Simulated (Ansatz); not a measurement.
**Electron scattering at the Σ5 (210) boundary in fcc Al**

How much does the Σ5 (210) boundary in fcc Al reflect electrons?

Main program and level: Ansatz 0.2.0; Ansatz plane-wave DFT, PBE, PAW files; relaxation of a bicrystal slab with its lowest layers held; PAW set soft_1, in the first sound run; inputs show where later runs differ.

### 1. Starting point

The cell holds 21 atoms: 21 Al. Cell: a = 4.958 Å, b = 4.048 Å, c = 30.008 Å, α = 90.0°, β = 90.0°, γ = 65.9°. It derives from Al. built on the (2 1 0) plane; 2 overlapping atoms removed and the grains opened by 0 Å. Vacuum lies along c.

### 2. Relaxing the bicrystal

The boundary is built by mirroring the lower grain in the boundary plane and removing any atoms that overlap. A thin bicrystal slab is relaxed first, with the lowest layers held and the upper grain free to shift and open.

Input file input.yaml:

```yaml
crystal:
  lattice:
    - [4.957730497, 0.0, 0.0]
    - [1.6525768323, 3.6952741352, 0.0]
    - [0.0, 0.0, 30.0082257911]
  atoms:
    - { symbol: Al, position: [0.6, 0.7000000001, 0.1666209804] }
    - { symbol: Al, position: [0.2, 0.4000000001, 0.1967844967] }
    - { symbol: Al, position: [0.8, 0.1000000001, 0.226948013] }
    - { symbol: Al, position: [0.4, 0.8000000001, 0.2571115294] }
    - { symbol: Al, position: [1.0, 0.5000000001, 0.2872750457] }
    - { symbol: Al, position: [0.6, 0.2, 0.3174385621] }
    - { symbol: Al, position: [0.2, 0.9, 0.3476020784] }
    - { symbol: Al, position: [0.8, 0.6, 0.3777655948] }
    - { symbol: Al, position: [0.4, 0.3, 0.4079291111] }
    - { symbol: Al, position: [0.0, 0.0, 0.4380926274] }
    - { symbol: Al, position: [0.8, 0.6, 0.4984196601] }
    - { symbol: Al, position: [0.2, 0.9, 0.5285831765] }
    - { symbol: Al, position: [0.6, 0.2, 0.5587466928] }
    - { symbol: Al, position: [1.0, 0.5000000001, 0.5889102092] }
    - { symbol: Al, position: [0.4, 0.8000000001, 0.6190737255] }
    - { symbol: Al, position: [0.8, 0.1000000001, 0.6492372419] }
    - { symbol: Al, position: [0.2, 0.4000000001, 0.6794007582] }
    - { symbol: Al, position: [0.6, 0.7000000001, 0.7095642745] }
    - { symbol: Al, position: [1.0, 1.0e-10, 0.7397277909] }
    - { symbol: Al, position: [0.4, 0.3000000001, 0.7698913072] }
    - { symbol: Al, position: [0.8, 0.6000000001, 0.8000548236] }
kpoints:
  mp_grid: { grid: [6, 6, 1] }
hamiltonian:
  xc: pbe
  pseudopotentials: { kind: paw, azcp: { folder: soft_1 } }
scf:
  occupations: { method: fermi_dirac, width: 0.1 }
relax:
  f_tol: 0.03
  max_steps: 80
  constraints: [{ sites: [0, 1, 2, 3] }]
```

The run is started by

```
$ ansatz run input.yaml --threads 4 --pin off --max-ram 15360MiB --backend cpu --events-out ev --progress --plain --runs-dir out
```

Numbers of over 12 decimals in the logs are rounded to 6 here.

Log:

```text
Engine: ansatz 0.2.0, aarch64-unknown-linux-gnu
Pseudopotentials: kind: paw
Pseudopotential: Al, paw, valence charge 3, recommended cutoff 420 eV (normal), soft_1/Al.paw.azcp
Functional definition: PBE
  parameter kappa = 0.804
  parameter beta = 0.066725
  exchange = pbe_x(kappa = kappa, mu = beta*pi^2/3)
  correlation = pbe_c(beta = beta)
Crystal: 21 atoms, lattice volume = 549.756 Å³
Basis set: ecut = 420 eV, 10749 PW (Γ), exchange–correlation on 72×60×432 points (8 copies of the dense FFT grid, shifted against one another)
Bands: 53, of which v1, the nominal top of the filled ones, is band 32 counted from 1 (31 counted from 0)
Symmetry: 2 space group operations
Space group: Cm (ITA 8), of the structure as read, at distance tolerance 8.2e-5 Å
k-points: 13 of 36 (time reversal used)
Non-local potential: Al, projectors of the file, l = 0: 2, l = 1: 2, l = 2: 1
PAW form: soft (Blöchl's): semilocal exchange-correlation on the pseudo side does not see the compensation charge
PAW one-centre angular grid: Al, 110 points (default); XC on 64 Gauss nodes
Initial density: superposition of atomic densities (neutral atoms: chi_scale 0, normalization atom)
Initial wavefunctions: pseudopotential atomic-orbital guess
Functional: x = pbe(κ = 0.804, μ = 0.219515), c = pbe(β = 0.066725)
SCF iter   1: F=—  HF=-11286.784437 eV  |F-HF|=—  |Δ(HF+E_count)|=         —  Δρ=2.12e-2  dr2=2.78e1  ethr=3.10e-3  ⟨swp⟩=9.9  Hψ=4223  notcnv=0  defer=6
preconditioner: auto → LDOS  [metal: Δε(μ)=0.052 eV  Ē_g=6.443 eV  σ=0.100 eV  W_gap=0.13  n_scr=80 (ndim 8)  ℏωp=12.6 eV  f_vac=0.230  D(μ)=8.97/eV (n_scr^D=46)  β→1.0]
SCF iter   2: F=—  HF=-11284.678913 eV  |F-HF|=—  |Δ(HF+E_count)|=    2.11e0  Δρ=9.63e-3  dr2=5.92e0  ethr=3.10e-3  ⟨swp⟩=7.1  Hψ=1937  notcnv=0  defer=26
SCF iter   3: F=—  HF=-11284.383758 eV  |F-HF|=—  |Δ(HF+E_count)|=   2.95e-1  Δρ=1.86e-3  dr2=7.17e-2  ethr=3.10e-3  ⟨swp⟩=4.8  Hψ=1330  notcnv=0  defer=28
SCF iter   4: F=—  HF=-11284.376108 eV  |F-HF|=—  |Δ(HF+E_count)|=   7.65e-3  Δρ=4.72e-4  dr2=5.86e-3  ethr=1.14e-4  ⟨swp⟩=2.4  Hψ=1254  notcnv=0  defer=27
SCF iter   5: F=—  HF=-11284.376273 eV  |F-HF|=—  |Δ(HF+E_count)|=   1.65e-4  Δρ=1.22e-4  dr2=6.66e-4  ethr=9.30e-6  ⟨swp⟩=1.8  Hψ=772  notcnv=0  defer=26
SCF iter   6: F=-11284.376309 eV  HF=-11284.376310 eV  |F-HF|=1.15e-6  |Δ(HF+E_count)|=   3.66e-5  Δρ=2.28e-5  dr2=6.70e-6  ethr=3.57e-8  ⟨swp⟩=4.5  Hψ=2856  notcnv=0
SCF 1 converged in 6 iterations: F = -11284.376309 eV  dr2 = 6.70e-6
  greatest PAW one-centre occupation: 0.505 electrons in one spin orbital (limit 2), on the Al atom at site 0 (counted from 0), in its partial waves of l = 0
relax step   1: F+E_penalty+E_count = -11284.37630889 eV  Δ(F+E_penalty+E_count) = +0.000e0 eV  max|allowed force component| = 3.468e-1 eV/Å  Δτ_max = 0.0000 Å  (6 SCF iters, dr2 threshold 2.25e-5 eV, accepted)
Initial density: handed on by an earlier stage of this run
Initial wavefunctions: those handed on with the density
iter 1 solved again at ethr=2.10e-3 eV; its pass at ethr=3.10e-3 eV (dr2=1.32e0 eV) is discarded
SCF iter   1: F=—  HF=-11284.628749 eV  |F-HF|=—  |Δ(HF+E_count)|=         —  Δρ=4.30e-3  dr2=1.33e0  ethr=2.10e-3  ⟨swp⟩=1.0  Hψ=3262  notcnv=0  defer=20
preconditioner: auto → LDOS  [metal: Δε(μ)=0.009 eV  Ē_g=6.311 eV  σ=0.100 eV  W_gap=0.02  n_scr=80 (ndim 8)  ℏωp=12.6 eV  f_vac=0.246  D(μ)=9.08/eV (n_scr^D=46)  β→1.0]
SCF iter   2: F=—  HF=-11284.544852 eV  |F-HF|=—  |Δ(HF+E_count)|=   8.39e-2  Δρ=1.13e-3  dr2=3.38e-2  ethr=2.10e-3  ⟨swp⟩=1.1  Hψ=669  notcnv=0  defer=20
SCF iter   3: F=—  HF=-11284.544088 eV  |F-HF|=—  |Δ(HF+E_count)|=   7.65e-4  Δρ=3.40e-4  dr2=3.14e-3  ethr=5.37e-5  ⟨swp⟩=2.1  Hψ=1114  notcnv=0  defer=23
SCF iter   4: F=—  HF=-11284.543772 eV  |F-HF|=—  |Δ(HF+E_count)|=   3.16e-4  Δρ=5.32e-5  dr2=5.69e-5  ethr=4.99e-6  ⟨swp⟩=2.6  Hψ=1008  notcnv=0  defer=23
SCF iter   5: F=-11284.543775 eV  HF=-11284.543775 eV  |F-HF|=1.55e-7  |Δ(HF+E_count)|=   3.13e-6  Δρ=1.09e-5  dr2=1.09e-6  ethr=1.19e-8  ⟨swp⟩=5.3  Hψ=2452  notcnv=0
SCF 2 converged in 5 iterations: F = -11284.543775 eV  dr2 = 1.09e-6
relax step   2: F+E_penalty+E_count = -11284.54377484 eV  Δ(F+E_penalty+E_count) = -1.675e-1 eV  max|allowed force component| = 3.539e-1 eV/Å  Δτ_max = 0.1938 Å  (5 SCF iters, dr2 threshold 7.52e-6 eV, accepted)
iter 1 solved again at ethr=8.63e-4 eV; its pass at ethr=3.10e-3 eV (dr2=5.44e-1 eV) is discarded
SCF iter   1: F=—  HF=-11284.636168 eV  |F-HF|=—  |Δ(HF+E_count)|=         —  Δρ=3.41e-3  dr2=5.52e-1  ethr=8.63e-4  ⟨swp⟩=1.2  Hψ=3005  notcnv=0  defer=24
preconditioner: auto → LDOS  [metal: Δε(μ)=0.013 eV  Ē_g=6.349 eV  σ=0.100 eV  W_gap=0.03  n_scr=80 (ndim 8)  ℏωp=12.6 eV  f_vac=0.252  D(μ)=9.42/eV (n_scr^D=58)  β→1.0]
SCF iter   2: F=—  HF=-11284.610125 eV  |F-HF|=—  |Δ(HF+E_count)|=   2.60e-2  Δρ=6.48e-4  dr2=9.89e-3  ethr=8.63e-4  ⟨swp⟩=1.2  Hψ=667  notcnv=0  defer=24
SCF iter   3: F=—  HF=-11284.608790 eV  |F-HF|=—  |Δ(HF+E_count)|=   1.34e-3  Δρ=1.96e-4  dr2=6.24e-4  ethr=1.57e-5  ⟨swp⟩=2.2  Hψ=1065  notcnv=0  defer=24
SCF iter   4: F=—  HF=-11284.608772 eV  |F-HF|=—  |Δ(HF+E_count)|=   1.81e-5  Δρ=3.70e-5  dr2=1.53e-5  ethr=9.91e-7  ⟨swp⟩=2.2  Hψ=922  notcnv=0  defer=24
SCF iter   5: F=-11284.608778 eV  HF=-11284.608777 eV  |F-HF|=2.61e-7  |Δ(HF+E_count)|=   5.66e-6  Δρ=9.64e-6  dr2=7.48e-7  ethr=1.24e-8  ⟨swp⟩=5.0  Hψ=2304  notcnv=0
SCF 3 converged in 5 iterations: F = -11284.608778 eV  dr2 = 7.48e-7
relax step   3: F+E_penalty+E_count = -11284.60877774 eV  Δ(F+E_penalty+E_count) = -6.500e-2 eV  max|allowed force component| = 8.048e-2 eV/Å  Δτ_max = 0.1944 Å  (5 SCF iters, dr2 threshold 7.83e-6 eV, accepted)
[... from here on, the SCF cycles and remarks between the steps are left out ...]
relax step   4: F+E_penalty+E_count = -11284.65036896 eV  Δ(F+E_penalty+E_count) = -4.159e-2 eV  max|allowed force component| = 4.145e-2 eV/Å  Δτ_max = 0.1943 Å  (6 SCF iters, accepted)
relax step   5: F+E_penalty+E_count = -11284.66591667 eV  Δ(F+E_penalty+E_count) = -1.555e-2 eV  max|allowed force component| = 4.652e-2 eV/Å  Δτ_max = 0.1949 Å  (7 SCF iters, accepted)
relax step   6: F+E_penalty+E_count = -11284.67167307 eV  Δ(F+E_penalty+E_count) = -5.756e-3 eV  max|allowed force component| = 2.088e-2 eV/Å  Δτ_max = 0.0757 Å  (6 SCF iters, accepted)
relax step   7: F+E_penalty+E_count = -11284.68290528 eV  Δ(F+E_penalty+E_count) = -1.123e-2 eV  max|allowed force component| = 5.498e-2 eV/Å  Δτ_max = 0.1964 Å  (6 SCF iters, accepted)
relax step   8: F+E_penalty+E_count = -11284.69324500 eV  Δ(F+E_penalty+E_count) = -1.034e-2 eV  max|allowed force component| = 4.440e-2 eV/Å  Δτ_max = 0.1908 Å  (6 SCF iters, accepted)
relax step   9: F+E_penalty+E_count = -11284.69667248 eV  Δ(F+E_penalty+E_count) = -3.427e-3 eV  max|allowed force component| = 1.413e-1 eV/Å  Δτ_max = 0.1942 Å  (5 SCF iters, dr2 threshold 1.29e-6 eV, accepted)
relax step  10: F+E_penalty+E_count = -11284.70270886 eV  Δ(F+E_penalty+E_count) = -6.036e-3 eV  max|allowed force component| = 4.784e-2 eV/Å  Δτ_max = 0.1928 Å  (5 SCF iters, dr2 threshold 1.30e-5 eV, accepted)
relax step  11: F+E_penalty+E_count = -11284.70391712 eV  Δ(F+E_penalty+E_count) = -1.208e-3 eV  max|allowed force component| = 4.388e-2 eV/Å  Δτ_max = 0.0423 Å  (5 SCF iters, accepted)
SCF iter   1: F=—  HF=-11284.704719 eV  |F-HF|=—  |Δ(HF+E_count)|=         —  Δρ=2.07e-4  dr2=1.93e-3  ethr=1.16e-5  ⟨swp⟩=2.1  Hψ=1551  notcnv=0  defer=28
preconditioner: auto → LDOS  [metal: Δε(μ)=0.024 eV  Ē_g=6.378 eV  σ=0.100 eV  W_gap=0.06  n_scr=80 (ndim 8)  ℏωp=12.6 eV  f_vac=0.258  D(μ)=9.79/eV (n_scr^D=58)  β→1.0]
SCF iter   2: F=—  HF=-11284.704561 eV  |F-HF|=—  |Δ(HF+E_count)|=   1.58e-4  Δρ=5.55e-5  dr2=3.65e-5  ethr=3.06e-6  ⟨swp⟩=1.4  Hψ=814  notcnv=0  defer=28
SCF iter   3: F=—  HF=-11284.704510 eV  |F-HF|=—  |Δ(HF+E_count)|=   5.08e-5  Δρ=1.77e-5  dr2=6.78e-6  ethr=5.79e-8  ⟨swp⟩=2.8  Hψ=1378  notcnv=0  defer=28
SCF iter   4: F=-11284.704509 eV  HF=-11284.704509 eV  |F-HF|=4.56e-8  |Δ(HF+E_count)|=   1.01e-6  Δρ=2.79e-6  dr2=8.50e-8  ethr=1.59e-10  ⟨swp⟩=4.2  Hψ=3057  notcnv=0
SCF 12 converged in 4 iterations: F = -11284.704509 eV  dr2 = 8.50e-8
relax step  12: F+E_penalty+E_count = -11284.70450917 eV  Δ(F+E_penalty+E_count) = -5.921e-4 eV  max|allowed force component| = 5.208e-3 eV/Å  Δτ_max = 0.0095 Å  (4 SCF iters, accepted)
SCF converged after 4 iterations
Free energy (F): -11284.704509 eV
Harris-Foulkes:  -11284.704509 eV  (|F-HF|=4.56e-8)
Internal energy: -11284.386320 eV  (E = F + TS)
E sigma→0 (E₀):  -11284.545415 eV
Entropy (-TS):   -0.318189 eV (-15.152 meV/atom)
Fermi energy:    3.493094 eV
--- Per-component energies (eV) ---
  E_band       = -43.316979
  E_kinetic    = 454.952535
  E_local      = -11184.724157  (includes V_loc(G=0)·N_el)
  E_nonlocal   = 211.788348
  E_hartree    = 5573.330221
  E_xc         = -781.264325
  E_vxc        = -598.850310  (∫ρ·V_xc dr)
  E_paw        = -9857.048428  (= ΣΔE_a)
  E_vpaw       = -73.129414  (= ΣTr[D̂ρ^β])
  E_aug_tail   = -0.000043  (compensation charges beyond the density's cutoff)
  E_ewald      = 4298.579529
  E_smearing   = -0.318189  (= −TS)
  E_closure    = -0.000000  (closes the sum)
  Σ components = -11284.704509   (vs F -11284.704509, Δ=0.00e0)
--- Forces (eV/Å), atoms counted from 1 ---
  atom   1  Al    -0.02204809     0.00986020     0.28695980
  atom   2  Al    -0.07428837     0.03322277    -0.27009145
  atom   3  Al     0.04860047    -0.02173479    -0.02621198
  atom   4  Al     0.05230902    -0.02339330     0.01591904
  atom   5  Al     0.00094832    -0.00042410     0.00108138
  atom   6  Al    -0.00016629     0.00007437     0.00108471
  atom   7  Al    -0.00252431     0.00112890     0.00108970
  atom   8  Al     0.00092179    -0.00041224     0.00088978
  atom   9  Al     0.00269713    -0.00120619     0.00085929
  atom  10  Al    -0.00520847     0.00232930    -0.00449934
  atom  11  Al     0.00404649    -0.00180965     0.00155633
  atom  12  Al    -0.00006141     0.00002746     0.00127835
  atom  13  Al    -0.00184134     0.00082347    -0.00318006
  atom  14  Al     0.00090985    -0.00040690     0.00242426
  atom  15  Al    -0.00104488     0.00046728     0.00111937
  atom  16  Al    -0.00200759     0.00089782    -0.00221532
  atom  17  Al     0.00074940    -0.00033514    -0.00131600
  atom  18  Al    -0.00258603     0.00115651    -0.00384405
  atom  19  Al     0.00011490    -0.00005138    -0.00058587
  atom  20  Al    -0.00011169     0.00004995    -0.00257447
  atom  21  Al     0.00061812    -0.00027643     0.00017272
  max |Σ_I F_I| component: 8.38e-5 eV/Å
--- Relaxed structure (12 steps of the walk, 12 accepted, 0 SCFs on fresh bases) ---
  F+E_penalty+E_count = -11284.70450917 eV   max|allowed force component| = 5.208e-3 eV/Å
  atoms:
    - { symbol: Al, position: [0.600000, 0.700000, 0.166621] }
    - { symbol: Al, position: [0.200000, 0.4, 0.1967844967] }
    - { symbol: Al, position: [0.800000, 0.100000, 0.226948] }
    - { symbol: Al, position: [0.400000, 0.800000, 0.2571115294] }
    - { symbol: Al, position: [1.008682, 0.495659, 0.287745] }
    - { symbol: Al, position: [0.614067, 0.192967, 0.318020] }
    - { symbol: Al, position: [0.218781, 0.890610, 0.346787] }
    - { symbol: Al, position: [0.810704, 0.594648, 0.378271] }
    - { symbol: Al, position: [0.416769, 0.291615, 0.411356] }
    - { symbol: Al, position: [0.012194, -0.00609714, 0.433572] }
    - { symbol: Al, position: [0.602875, 0.698562, 0.476373] }
    - { symbol: Al, position: [0.00409623, 0.997952, 0.518913] }
    - { symbol: Al, position: [0.409727, 0.295136, 0.541120] }
    - { symbol: Al, position: [0.803919, 0.598041, 0.574377] }
    - { symbol: Al, position: [0.210402, 0.894799, 0.605564] }
    - { symbol: Al, position: [0.606675, 0.196663, 0.634276] }
    - { symbol: Al, position: [0.00260452, 0.498698, 0.665159] }
    - { symbol: Al, position: [0.391586, 0.804207, 0.694578] }
    - { symbol: Al, position: [0.793068, 0.103466, 0.725163] }
    - { symbol: Al, position: [0.180627, 0.409686, 0.759524] }
    - { symbol: Al, position: [0.579991, 0.710005, 0.781728] }
```

The job ended after 89 s (4 threads of Arm Neoverse V1, shared host; peak memory 1 GiB; 5.6 min of CPU time).

The steps of the relaxation:

```csv
step,energy less that of the first step (eV),largest force component (eV/Å)
1,0.0000,0.3468
2,-0.1675,0.3539
3,-0.2325,0.0805
4,-0.2741,0.0414
5,-0.2896,0.0465
6,-0.2954,0.0209
7,-0.3066,0.0550
8,-0.3169,0.0444
9,-0.3204,0.1413
10,-0.3264,0.0478
11,-0.3276,0.0439
12,-0.3282,0.0052
```

The run keeps the 2 symmetry operations that it works with, so distortions that break them were not tested.

The atoms that moved most (Å):

```csv
atom,dx,dy,dz,length
Al21,-0.909,0.406,-0.550,1.137
Al11,-0.814,0.364,-0.662,1.111
Al18,-0.861,0.385,-0.450,1.045
Al20,-0.906,0.405,-0.311,1.040
Al19,-0.855,0.382,-0.437,1.033
Al13,-0.786,0.352,-0.529,1.011
Al17,-0.816,0.365,-0.427,0.990
Al14,-0.810,0.362,-0.436,0.989
```

This step gave:

```
free energy             : -11284.7045 eV
energy at zero smearing : -11284.5454 eV
Fermi energy            : 3.493 eV
```

The largest force component on a free atom ends at 0.0052 eV/Å, under the tolerance of 0.03, after 12 steps.

[end of part 1 of 3]

[Logs are printed without paths, hosts, clocks, repeated set-up lines and the standing remarks that a program may print on its own settings, such as how far it seeks lower states.]

[Hosts, paths, dates, database ids (printed as entryN), source tags and the programs' standing remarks are cut or masked in the printed files.]
